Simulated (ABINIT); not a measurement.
# Si3N4 (Fd-3m): G0W0 with ABINIT, start to end

Aim: the G0W0 gap of Si3N4 (Fd-3m) on PBE, step by step.

Calculated with ABINIT 10.8.3; PBE and many-body steps on it, plane waves.

**What was measured.**

- Gap 4.3 ± 0.25 eV: gap from soft X-ray absorption and emission edges; soft X-ray absorption and emission spectroscopy; powder (earlier literature measurement) (quoted in “Photoluminescence and electronic transitions in cubic silicon nitride”, 2016, pmc:4698759).

This is a report of a sequence of runs, with most program output left out.

## Step 1: Starting point

Symmetry: Fd-3m, No. 227, cubic system. The conventional cell has a = 7.787 Å, b = 7.787 Å, c = 7.787 Å, α = 90.00°, β = 90.00°, γ = 90.00°. Nearest to Si lie 6 N at 1.89 Å. Nearest to Si lie 4 N at 1.79 Å. Nearest to N lie 4 Si at 1.79 to 1.89 Å. Farther neighbours and most contacts between anions are not listed.

The cell and positions are those that the Materials Project relaxed with its own functionals (PBE, PBE+U or r2SCAN), kept fixed. This is not the form that Si3N4 usually takes at ambient conditions.

## Step 2: Ground state

This step: ABINIT 10.8.3; DFT, PBE, plane waves, norm-conserving pseudopotentials.

The ground-state density comes first.

run.abi

```
acell 3*1.0 Angstrom
rprim 
  -0.000000000000 3.893718000000 3.893718000000
  3.893718000000 0.000000000000 3.893718000000
  3.893718000000 3.893718000000 -0.000000000000
ntypat 2
znucl 14 7
natom 14
typat 1 1 1 1 1 1 2 2 2 2 2 2 2 2
xred 
  0.125000000000 0.125000000000 0.625000000000
  0.125000000000 0.625000000000 0.125000000000
  0.625000000000 0.125000000000 0.125000000000
  0.125000000000 0.125000000000 0.125000000000
  0.750000000000 0.750000000000 0.750000000000
  0.500000000000 0.500000000000 0.500000000000
  0.367563000000 0.367563000000 0.367563000000
  0.352689000000 0.882437000000 0.882437000000
  0.882437000000 0.882437000000 0.352689000000
  0.882437000000 0.352689000000 0.882437000000
  0.367563000000 0.367563000000 0.897311000000
  0.367563000000 0.897311000000 0.367563000000
  0.882437000000 0.882437000000 0.882437000000
  0.897311000000 0.367563000000 0.367563000000
pp_dirpath "pseudos"
pseudos "Si.upf, N.upf"
ecut 36
ngkpt 4 4 4
nshiftk 1
shiftk 0 0 0
kptopt 1
chksymbreak 0
nband 43
occopt 1
tolvrs 1e-10
nstep 60
prtwf 0
optforces 0
optstress 0
indata_prefix "in"
outdata_prefix "out"
tmpdata_prefix "tmp"
```

The run is started by

```
OMP_NUM_THREADS=1 mpirun -n 8 abinit run.abi > log
```

The job ended after 22 s (8 MPI ranks of Intel Xeon Platinum 8488C (Sapphire Rapids), shared host; peak memory 0.97 GiB; 3 min of CPU time).

This step gave:

- total energy: -2962.2955 eV
- gap: 3.398 eV
- k of the valence top: -0.25, 0.25, 0
- k of the conduction bottom: 0, 0, 0
- least direct gap: 3.407 eV

The gap is indirect, with the least direct gap 0.008 eV higher.

## Step 3: Bands along the symmetry lines

The cheap functional maps the bands first; the places of the edges decide which points the dearer methods must see.

run.abi, as its differences from that of step 2:

```diff
@@ -27,14 +27,40 @@
 ecut 36
-ngkpt 4 4 4
-nshiftk 1
-shiftk 0 0 0
-kptopt 1
-chksymbreak 0
-nband 43
-occopt 1
-tolvrs 1e-10
-nstep 60
+iscf -2
+irdden 1
+kptopt 0
+nkpt 26
+kpt 
+  0.00000000 0.00000000 0.00000000
+  0.12500000 0.00000000 0.12500000
+  0.25000000 0.00000000 0.25000000
+  0.37500000 0.00000000 0.37500000
+  0.50000000 0.00000000 0.50000000
+  0.53125000 0.06250000 0.53125000
+  0.56250000 0.12500000 0.56250000
+  0.59375000 0.18750000 0.59375000
+  0.62500000 0.25000000 0.62500000
+  0.37500000 0.37500000 0.75000000
+  0.28125000 0.28125000 0.56250000
+  0.18750000 0.18750000 0.37500000
+  0.09375000 0.09375000 0.18750000
+  0.00000000 0.00000000 0.00000000
+  0.12500000 0.12500000 0.12500000
+  0.25000000 0.25000000 0.25000000
+  0.37500000 0.37500000 0.37500000
+  0.50000000 0.50000000 0.50000000
+  0.50000000 0.43750000 0.56250000
+  0.50000000 0.37500000 0.62500000
+  0.50000000 0.31250000 0.68750000
+  0.50000000 0.25000000 0.75000000
+  0.50000000 0.18750000 0.68750000
+  0.50000000 0.12500000 0.62500000
+  0.50000000 0.06250000 0.56250000
+  0.50000000 0.00000000 0.50000000
+istwfk *1
+nband 39
+nbdbuf 2
+tolwfr 1e-08
+nstep 40
 prtwf 0
-optforces 0
-optstress 0
+prtvol 0
 indata_prefix "in"
```

Elapsed: 41 s, on 8 MPI ranks; peak memory 0.83 GiB; 5.5 min of CPU time.

This step gave:

```
gap                        : 3.370 eV
k of the valence top       : 0.1875, 0.1875, 0.375
k of the conduction bottom : 0, 0, 0
least direct gap           : 3.407 eV
```

The gap is 3.370 eV, −0.028 eV from the run before at this level.

Electronic bands along the path, in eV, zero at the top of the highest filled band:

| point | band 29 | band 30 | band 31 | band 32 | band 33 | band 34 | band 35 | band 36 |
| --- | --- | --- | --- | --- | --- | --- | --- | --- |
| Γ | -0.16 | -0.04 | -0.04 | -0.04 | 3.37 | 3.37 | 3.37 | 4.91 |
| halfway | -0.58 | -0.56 | -0.56 | -0.26 | 4.41 | 4.96 | 4.96 | 6.00 |
| X | -1.10 | -1.10 | -0.43 | -0.43 | 6.65 | 6.65 | 6.96 | 6.96 |
| halfway | -1.28 | -1.15 | -0.60 | -0.35 | 6.63 | 6.68 | 6.96 | 6.99 |
| U | -1.44 | -1.20 | -0.96 | -0.22 | 6.22 | 6.67 | 6.94 | 7.15 |
| jump to K | -1.44 | -1.20 | -0.96 | -0.22 | 6.22 | 6.67 | 6.94 | 7.15 |
| halfway | -0.76 | -0.74 | -0.58 | 0.00 | 4.56 | 4.73 | 4.94 | 6.33 |
| Γ | -0.16 | -0.04 | -0.04 | -0.04 | 3.37 | 3.37 | 3.37 | 4.91 |
| halfway | -0.49 | -0.44 | -0.14 | -0.14 | 4.11 | 4.37 | 4.37 | 5.99 |
| L | -0.47 | -0.47 | -0.34 | -0.34 | 4.95 | 5.79 | 5.79 | 6.27 |
| halfway | -1.23 | -1.12 | -0.41 | -0.34 | 5.67 | 6.26 | 6.34 | 6.89 |
| W | -1.04 | -1.04 | -0.73 | -0.73 | 6.66 | 6.66 | 7.17 | 7.17 |
| halfway | -1.25 | -1.25 | -0.53 | -0.53 | 6.70 | 6.70 | 6.99 | 6.99 |
| X | -1.10 | -1.10 | -0.43 | -0.43 | 6.65 | 6.65 | 6.96 | 6.96 |

## Step 4: Empty states on the mesh, 4×4×4 mesh, 120 bands

The sums over transitions need many empty states on a uniform mesh; this step solves for them.

run.abi

```
acell 3*1.0 Angstrom
rprim 
  -0.000000000000 3.893718000000 3.893718000000
  3.893718000000 0.000000000000 3.893718000000
  3.893718000000 3.893718000000 -0.000000000000
ntypat 2
znucl 14 7
natom 14
typat 1 1 1 1 1 1 2 2 2 2 2 2 2 2
xred 
  0.125000000000 0.125000000000 0.625000000000
  0.125000000000 0.625000000000 0.125000000000
  0.625000000000 0.125000000000 0.125000000000
  0.125000000000 0.125000000000 0.125000000000
  0.750000000000 0.750000000000 0.750000000000
  0.500000000000 0.500000000000 0.500000000000
  0.367563000000 0.367563000000 0.367563000000
  0.352689000000 0.882437000000 0.882437000000
  0.882437000000 0.882437000000 0.352689000000
  0.882437000000 0.352689000000 0.882437000000
  0.367563000000 0.367563000000 0.897311000000
  0.367563000000 0.897311000000 0.367563000000
  0.882437000000 0.882437000000 0.882437000000
  0.897311000000 0.367563000000 0.367563000000
pp_dirpath "pseudos"
pseudos "Si.upf, N.upf"
ecut 36
ngkpt 4 4 4
nshiftk 1
shiftk 0 0 0
kptopt 1
chksymbreak 0
iscf -2
irdden 1
istwfk *1
nband 120
nbdbuf 10
tolwfr 1e-09
nstep 60
prtvol 0
indata_prefix "in"
outdata_prefix "out"
tmpdata_prefix "tmp"
```

It took 44 s on 8 MPI ranks; peak memory 0.92 GiB.

Numbers from this step:

```yaml
gap: 3.398 eV
k_of_the_valence_top: -0.25, 0.25, 0
k_of_the_conduction_bottom: 0, 0, 0
least_direct_gap: 3.407 eV
k_points_computed: 8
lowest_point_of_the_top_converged_band_above_the_valence_top: 32.78 eV
```

On this mesh the gap is 3.398 eV.

## Step 5: Screening, 4×4×4 mesh, 110 bands, screening to 106.1 eV

The RPA dielectric matrix is built and inverted for each q.

This step: RPA screening on PBE, plane waves, norm-conserving pseudopotentials.

run.abi, as its differences from that of step 4:

```diff
@@ -32,10 +32,11 @@
 chksymbreak 0
-iscf -2
-irdden 1
 istwfk *1
-nband 120
-nbdbuf 10
-tolwfr 1e-09
-nstep 60
-prtvol 0
+occopt 1
+irdwfk 1
+optdriver 3
+nband 110
+ecuteps 3.9
+inclvkb 2
+awtr 1
+symchi 1
 indata_prefix "in"
```

It took 2.2 min on 8 MPI ranks; peak memory 4.7 GiB.

This step gave:

```yaml
eps_infinity_with_local_fields_on_this_mesh_along_the_program_s_q_direction: 5.064
the_same_without_local_fields: 5.394
plasma_frequency: 27.34 eV
plane_waves_in_the_screening_matrix: 283
```

Local fields lower ε∞ by 6 %.

## Step 6: Self-energy, 4×4×4 mesh, 110 bands, screening to 106.1 eV

The self-energy is evaluated for the states that the input lists, and the levels follow from it, in one-shot runs by the linearised quasiparticle equation.

This step: G0W0 on PBE, plane waves, norm-conserving pseudopotentials.

run.abi, as its differences from that of step 5:

```diff
@@ -35,8 +35,17 @@
 irdwfk 1
-optdriver 3
+optdriver 4
 nband 110
+gwcalctyp 0
+ecutsigx 36
+symsigma 1
+nkptgw 2
+kptgw 
+  -0.2500000000 0.2500000000 0.0000000000
+  0.0000000000 0.0000000000 0.0000000000
+bdgw 
+  31 34
+  30 35
 ecuteps 3.9
-inclvkb 2
-awtr 1
-symchi 1
+irdscr 1
+ppmodel 1
 indata_prefix "in"
```

It took 18 s on 8 MPI ranks; peak memory 3.2 GiB.

This step gave:

```
G0W0 gap on the points computed              : 4.339 eV
starting gap on the mesh                     : 3.398 eV
k of the valence top                         : -0.25, 0.25, 0
k of the conduction bottom                   : 0, 0, 0
Z at the valence top                         : 0.813
Z at the conduction bottom                   : 0.844
least direct G0W0 gap on the computed points : 4.384 eV
```

The gap on the mesh goes from 3.40 eV to 4.34 eV, a correction of +0.94 eV.

Limits: finite bands, cutoff and mesh. v1 is the top filled band, c1 the lowest empty one. Levels before and after the correction, in eV, zero at the valence-band top of each column:

|  | conduction bottom | valence top |
| --- | --- | --- |
| Kohn-Sham | 3.40 | 0.00 |
| G0W0 | 4.34 | 0.00 |

|  | level | energy (eV) |
| --- | --- | --- |
| Kohn-Sham | (-0.25 0.25 0) v2 | -0.842 |
| Kohn-Sham | (-0.25 0.25 0) v1 | 0.000 |
| Kohn-Sham | (-0.25 0.25 0) c1 | 5.115 |
| Kohn-Sham | (-0.25 0.25 0) c2 | 5.618 |
| Kohn-Sham | Γ v3-v1 | -0.008 |
| Kohn-Sham | Γ c1-c3 | 3.398 |
| G0W0 | (-0.25 0.25 0) v2 | -1.002 |
| G0W0 | (-0.25 0.25 0) v1 | 0.000 |
| G0W0 | (-0.25 0.25 0) c1 | 6.190 |
| G0W0 | (-0.25 0.25 0) c2 | 6.809 |
| G0W0 | Γ v3-v1 | -0.045 |
| G0W0 | Γ c1-c3 | 4.339 |

## Step 7: Where the time went

Times are wall times on 8 MPI ranks of Intel Xeon Platinum 8488C (Sapphire Rapids), shared host, good to a factor of about two.

| step | time | share | memory (GiB) |
| --- | --- | --- | --- |
| ground state | 22 s | 9 % | 0.97 |
| bands along the symmetry lines | 41 s | 16 % | 0.83 |
| empty states on the mesh | 44 s | 17 % | 0.92 |
| screening | 2.2 min | 51 % | 4.7 |
| self-energy | 18 s | 7 % | 3.2 |

## Step 8: Summary of results

* PBE gap: 3.37 eV, indirect (only 36 meV under the direct gap)
* G0W0 gap on the mesh: 4.34 eV
* G0W0 gap over the zone (rigid shift): 4.31 eV
* GW settings: 4×4×4 mesh, 110 bands, screening to 106.1 eV, Godby-Needs plasmon pole
* known limits: not at the basis limit

**Reading.** G0W0 moves the gap on the mesh from 3.40 eV to 4.34 eV (+0.94 eV), with Z of 0.81 and 0.84 at the edges. The mesh misses the band edges by 0.03 eV in all; a rigid shift gives 4.31 eV for the zone. Local fields lower the RPA ε∞ on this mesh from 5.39 to 5.06. Only 2 of the mesh's irreducible points were corrected, so a valley elsewhere could overtake. The dearest step here is «screening». Against experiment, by G0W0@PBE: the gap of 4.31 eV lies +0.01 eV from the measured 4.3 ± 0.25 eV (electronic, quoted 2016). The calculation has static nuclei and no excitons; a measured gap holds zero-point and thermal motion, which mostly lowers it. Bands and cutoff are finite, so the gap is not at the basis limit. The miss can reach some tenths of an eV and take either sign; the mesh is an error of its own. In the G0W0 run levels were corrected at 2 k points alone, so a gap called «on the mesh» is the least over those, and an edge elsewhere would be missed.

[Paths, hosts, dates, memory and timing lines, banners, echoed tables and standing remarks are left out of the program output.]

[Logs are printed without paths, hosts, clocks, repeated set-up lines and the standing remarks that a program may print on its own settings, such as how far it seeks lower states.]

[Runs of the session that timed out or met a known fault of the program may be left out.]

[Hosts, paths, dates, database ids (printed as entryN), source tags and the programs' standing remarks are cut or masked in the printed files.]

[G0W0 gaps are taken among the corrected bands and points alone; a level outside them can change the order at an edge.]

[Where Ansatz stands beside ABINIT at settings called matched, ABINIT's density can come from a denser mesh and the files from another edition; pairs whose starting gaps differed by over 0.03 eV were left out, so agreement reads better than it is.]
